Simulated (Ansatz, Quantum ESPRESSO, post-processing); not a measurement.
# Ballistic transmission: Al(111) with two intrinsic faults two layers apart (four hcp-stacked layers), part 4 of 4

Wanted: the transmission near the Fermi level and the conductance of this junction: Al(111) with two intrinsic faults two layers apart (four hcp-stacked layers).

Quantum ESPRESSO 7.5; plane-wave DFT, PBE, GBRV ultrasoft pseudopotentials; cross-check by Ansatz 0.2.0 with PAW datasets.

So far. Step 3 (Transmission with pwcond.x): At no point does T exceed the number of channels. Step 5 (Transmission with pwcond.x, with ikind = 2): The message: “init_orbitals (1): Too big atomic spheres”. ikind = 2 asks for a second, right-hand lead, for which no boundary (bdr) or run was given; ikind = 1 fits one lead on both sides.

## Step 6: Cross-check with Ansatz

A second code with its own PAW datasets, on the same atoms.

Level of this step: plane-wave DFT, PBE, Ansatz PAW (Ansatz 0.2.0).

The input, input.yaml:

```yaml
crystal:
  lattice:
    - [2.856711396, 0.0, 0.0]
    - [1.428355698, 2.4739846402, 0.0]
    - [0.0, 0.0, 51.3148919256]
  atoms:
    - { symbol: Al, position: [0.0, 0.0, 0.0] }
    - { symbol: Al, position: [0.333333333, 0.333333333, 0.0454545455] }
    - { symbol: Al, position: [0.666666667, 0.666666667, 0.0909090909] }
    - { symbol: Al, position: [0.0, 0.0, 0.1363636364] }
    - { symbol: Al, position: [0.333333333, 0.333333333, 0.1818181818] }
    - { symbol: Al, position: [0.666666667, 0.666666667, 0.2272727273] }
    - { symbol: Al, position: [0.0, 0.0, 0.2727272727] }
    - { symbol: Al, position: [0.333333333, 0.333333333, 0.3181818182] }
    - { symbol: Al, position: [0.666666667, 0.666666667, 0.3636363636] }
    - { symbol: Al, position: [0.333333333, 0.333333333, 0.4090909091] }
    - { symbol: Al, position: [0.666666667, 0.666666667, 0.4545454545] }
    - { symbol: Al, position: [0.333333333, 0.333333333, 0.5] }
    - { symbol: Al, position: [0.666666667, 0.666666667, 0.5454545455] }
    - { symbol: Al, position: [0.0, 0.0, 0.5909090909] }
    - { symbol: Al, position: [0.333333333, 0.333333333, 0.6363636364] }
    - { symbol: Al, position: [0.666666667, 0.666666667, 0.6818181818] }
    - { symbol: Al, position: [0.0, 0.0, 0.7272727273] }
    - { symbol: Al, position: [0.333333333, 0.333333333, 0.7727272727] }
    - { symbol: Al, position: [0.666666667, 0.666666667, 0.8181818182] }
    - { symbol: Al, position: [0.0, 0.0, 0.8636363636] }
    - { symbol: Al, position: [0.333333333, 0.333333333, 0.9090909091] }
    - { symbol: Al, position: [0.666666667, 0.666666667, 0.9545454545] }
kpoints:
  mp_grid: { grid: [10, 10, 1] }
hamiltonian:
  xc: pbe
scf:
  occupations: { method: fermi_dirac, width: 0.1 }
  convergence: { dr2_threshold: 1.0e-08 }
output:
  transmission: { leads: [[0, 3]], e_range: [-0.4, 0.4], de: 0.4, kmesh: [10, 10] }
  write_potential: true
  write_density: true
  volumetric_format: npy
```

Launch:

```
> ansatz run input.yaml --threads 2 --pin off --max-ram 4096MiB --backend cpu --events-out ev --progress --plain --runs-dir out
```

Numbers of over 12 decimals in the logs are rounded to 6 here.

The program printed:

```text
Engine: ansatz 0.2.0, aarch64-unknown-linux-gnu
Pseudopotentials: kind: paw
Pseudopotential: Al, paw, valence charge 3, recommended cutoff 420 eV (normal), Al.paw.azcp
Functional definition: PBE
  parameter kappa = 0.804
  parameter beta = 0.066725
  exchange = pbe_x(kappa = kappa, mu = beta*pi^2/3)
  correlation = pbe_c(beta = beta)
Crystal: 22 atoms, lattice volume = 362.666 Å³
Basis set: ecut = 420 eV, 7095 PW (Γ)
Bands: 55, of which v1, the nominal top of the filled ones, is band 33 counted from 1 (32 counted from 0)
Symmetry: 12 space group operations
Space group: P-3m1 (ITA 164), of the structure as read, at distance tolerance 7.1e-5 Å
k-points: 14 of 100
Non-local potential: Al, projectors of the file, l = 0: 2, l = 1: 2, l = 2: 1
PAW form: soft (Blöchl's): semilocal exchange-correlation on the pseudo side does not see the compensation charge
PAW one-centre angular grid: Al, 110 points (default); XC on 64 Gauss nodes
Initial density: superposition of atomic densities (neutral atoms: chi_scale 0, normalization atom), corrected by the library's trained network
Initial wavefunctions: pseudopotential atomic-orbital guess
Functional: x = pbe(κ = 0.804, μ = 0.219515), c = pbe(β = 0.066725)
SCF iter   1: F=—  HF=-11825.034118 eV  |F-HF|=—  |Δ(HF+E_count)|=         —  Δρ=2.21e-3  dr2=6.13e0  ethr=1.77e-3  ⟨swp⟩=8.6  Hψ=4138  notcnv=0  defer=19
preconditioner: auto → Kerker (q_TF=auto, 2.054 Å⁻¹)  [metal: Δε(μ)=0.026 eV  Ē_g=7.359 eV  σ=0.100 eV  W_gap=0.07  n_scr=32 (ndim 8)  ℏωp=15.8 eV  f_vac=0.000  D(μ)=9.72/eV (n_scr^D=34)]
SCF iter   2: F=—  HF=-11825.012869 eV  |F-HF|=—  |Δ(HF+E_count)|=   2.12e-2  Δρ=1.05e-3  dr2=1.18e0  ethr=1.77e-3  ⟨swp⟩=1.4  Hψ=903  notcnv=0  defer=19
SCF iter   3: F=—  HF=-11825.007178 eV  |F-HF|=—  |Δ(HF+E_count)|=   5.69e-3  Δρ=1.71e-4  dr2=1.93e-3  ethr=1.77e-3  ⟨swp⟩=1.0  Hψ=684  notcnv=0  defer=19
SCF iter   4: F=—  HF=-11825.007098 eV  |F-HF|=—  |Δ(HF+E_count)|=   8.03e-5  Δρ=3.00e-5  dr2=4.99e-5  ethr=2.93e-6  ⟨swp⟩=1.1  Hψ=676  notcnv=0  defer=20
SCF iter   5: F=—  HF=-11825.007103 eV  |F-HF|=—  |Δ(HF+E_count)|=   4.97e-6  Δρ=6.13e-6  dr2=5.66e-6  ethr=7.57e-8  ⟨swp⟩=1.2  Hψ=717  notcnv=0  defer=20
SCF iter   6: F=—  HF=-11825.007106 eV  |F-HF|=—  |Δ(HF+E_count)|=   2.85e-6  Δρ=8.66e-7  dr2=1.50e-8  ethr=8.57e-9  ⟨swp⟩=1.3  Hψ=737  notcnv=0  defer=20
SCF iter   7: F=-11825.007106 eV  HF=-11825.007106 eV  |F-HF|=2.45e-9  |Δ(HF+E_count)|=   3.71e-9  Δρ=2.33e-7  dr2=2.60e-9  ethr=1.52e-11  ⟨swp⟩=14.5  Hψ=3314  notcnv=0
SCF 1 converged in 7 iterations: F = -11825.007106 eV  dr2 = 2.60e-9
  greatest PAW one-centre occupation: 0.456 electrons in one spin orbital (limit 2), on the Al atom at site 10 (counted from 0), in its partial waves of l = 0
transmission: 91 of 896 steps passed
transmission: 181 of 896 steps passed
[...]
transmission: 896 of 896 steps passed
SCF converged after 7 iterations
Free energy (F): -11825.007106 eV
Harris-Foulkes:  -11825.007106 eV  (|F-HF|=2.45e-9)
Internal energy: -11824.681234 eV  (E = F + TS)
E sigma→0 (E₀):  -11824.844170 eV
Entropy (-TS):   -0.325872 eV (-14.812 meV/atom)
Fermi energy:    8.022595 eV
--- Per-component energies (eV) ---
  E_band       = 233.281394
  E_kinetic    = 501.172368
  E_local      = 218.159889  (includes V_loc(G=0)·N_el)
  E_nonlocal   = 227.125461
  E_hartree    = 2.232260
  E_xc         = -874.196884
  E_vxc        = -637.157630  (∫ρ·V_xc dr)
  E_paw        = -10281.359576  (= ΣΔE_a)
  E_vpaw       = -80.483173  (= ΣTr[D̂ρ^β])
  E_aug_tail   = -0.000049  (compensation charges beyond the density's cutoff)
  E_ewald      = -1617.814704
  E_smearing   = -0.325872  (= −TS)
  E_closure    = -0.000000  (closes the sum)
  Σ components = -11825.007106   (vs F -11825.007106, Δ=0.00e0)
--- Band table (eV; the first three rows and the last of 14) ---
  k-point 0: bands = [... 29 lower, 8.9606, 8.9610, 10.5578, 10.5583, 12.2351, 12.2359, 13.9826, 13.9850, ... 18 higher]
  k-point 1: bands = [... 29 lower, 9.1689, 9.1747, 10.7517, 10.7634, 12.4005, 12.4269, 14.0746, 14.1483, ... 18 higher]
  k-point 2: bands = [... 29 lower, 9.6834, 9.8067, 10.9441, 11.3520, 11.6464, 11.8149, 11.8790, 11.9761, ... 18 higher]
  k-point 13: bands = [... 29 lower, 6.1512, 6.2769, 6.3231, 6.3383, 6.4168, 6.4191, 6.5878, 6.6202, ... 18 higher]
--- Transmission ---
  basis      : 61 plane waves across, 64 finite elements along
  points     : 14, standing for a mesh of 10 x 10
  energies   : 3 from -0.400000 to 0.400000 eV about the Fermi level, 0.400000 eV apart; the leads are filled to 0.000000 eV, and channels, transmission and decay are at 0.000000 eV
  crystal 0  : Al3, at the sites [0, 3], period 6.9975 Å, over 46.65 Å; its Hamiltonian steps by up to 4.1 meV
    offset         : up to 0.0000 Å between an atom of the period and one for which it stands
    channels       : 1.450000e0 a spin
    conductance    : none, the energies end too early or step too widely for 300 K: set another output.transmission.e_range or a lower de, or, where they end at an eighth of basis.ecutwfc, a higher one
    slowest decay  : 0.0573 /Å at (-0.4000, 0.3000)
  junction   : crystal 0 to crystal 0, -2.80 to 41.52 Å
    transmission   : 1.226075e0 a spin
    conductance    : none, the energies end too early or step too widely for 300 K: set another output.transmission.e_range or a lower de, or, where they end at an eighth of basis.ecutwfc, a higher one
```

It took 15 s on 2 threads of Arm Neoverse V2, shared host; peak memory 0.68 GiB.

Read from the output:

```
free energy                                  : -11825.0071 eV
energy at zero smearing                      : -11824.8442 eV
smearing term TS                             : 0.3259 eV
Fermi energy                                 : 8.023 eV
symmetry operations                          : 12
transmission at the Fermi level, one spin    : 1.226
lead channels at the Fermi level, one spin   : 1.45
step of the lead's Hamiltonian over a period : 4.1 meV
```

Per spin; mean over the k mesh across the current. Transmission, zone mean against energy, zero at the Fermi level:

```
energy (eV)  transmission, zone mean
     -0.400                     1.14
      0.000                     1.23
      0.400                     1.27
```

Per spin; mean over the k mesh across the current. The open channels, zone mean by energy, zero at the Fermi level:

```csv
energy (eV),"open channels, zone mean"
-0.400,1.27
0.000,1.45
0.400,1.39
```

Ansatz finds T = 1.23 against pwcond's 1.21.

## Step 7: All levels side by side

All levels:

```
                   step  T at the Fermi level (per spin)  conductance (G0)  r.m.s. T(E) from the first  CPU time of the step (s)  peak memory (GiB)
                 Ansatz                            1.226                 -                           0                     28.87              0.677
                 pwcond                            1.212             1.212                      0.0625                     144.3               0.16
pwcond, changed setting                            1.212             1.212                     0.06252                       129               0.15
```

Per spin; mean over the k mesh across the current. Transmission, zone mean against energy, zero at the Fermi level:

```
energy (eV)  Ansatz  pwcond  pwcond, changed setting
     -0.400    1.14    1.25                     1.25
      0.000    1.23    1.21                     1.21
      0.400    1.27    1.27                     1.27
```

## Step 8: The arithmetic

The Landauer sum over the mesh, Σ w T = 0.1200 × 1.78 + 0.1200 × 1.51 + 0.1200 × 1.33 + … = 1.212.

G = 1.21 × 77.48 µS = 93.9 µS a cell. Times the area of 7.067 Å², the resistance-area product is A/G = 0.752 fΩ m², the leads' contact resistance included.

Free electrons at 3 an atom (3 atoms in 49.5 Å³) have k_F = 1.753 1/Å and offer A k_F²/4π = 1.73 channels per spin; the lead has 1.51 on this mesh.

## Step 9: Results

```
conductance from T at the Fermi level, a cell (G₀ = 2e²/h) : 1.21 G₀
conductance per area                                       : 1329 S/μm²
lead channels per spin                                     : 1.51
the same conductance by Ansatz                             : 1.23 G₀
```

What this shows: The junction conducts 1.21 G₀ a cell at the Fermi level (PBE, GBRV ultrasoft). At the Fermi level the junction passes 80 % of what the leads offer. At the Fermi level pwcond and Ansatz differ by 1.1 %, a close match. The codes count unlike numbers of lead channels on 6 % of the mesh. The mean rests on 14 distinct points, the heaviest weighing 0.12, and the mesh was not tested, so even the second digit is unsure. Over -0.4 to 0.4 eV, T lies between 1.2 and 1.3 per spin. The geometry is as built, not relaxed, and the leads are short.

[Logs are printed without paths, hosts, clocks, repeated set-up lines and the standing remarks that a program may print on its own settings, such as how far it seeks lower states.]

[Hosts, paths, dates, database ids (printed as entryN), source tags and the programs' standing remarks are cut or masked in the printed files.]

[Maps of the electrostatic potential energy from Ansatz leave out the sawtooth potential of an applied field or a dipole correction, so their vacuum need not be flat; planar profiles and work functions include it.]
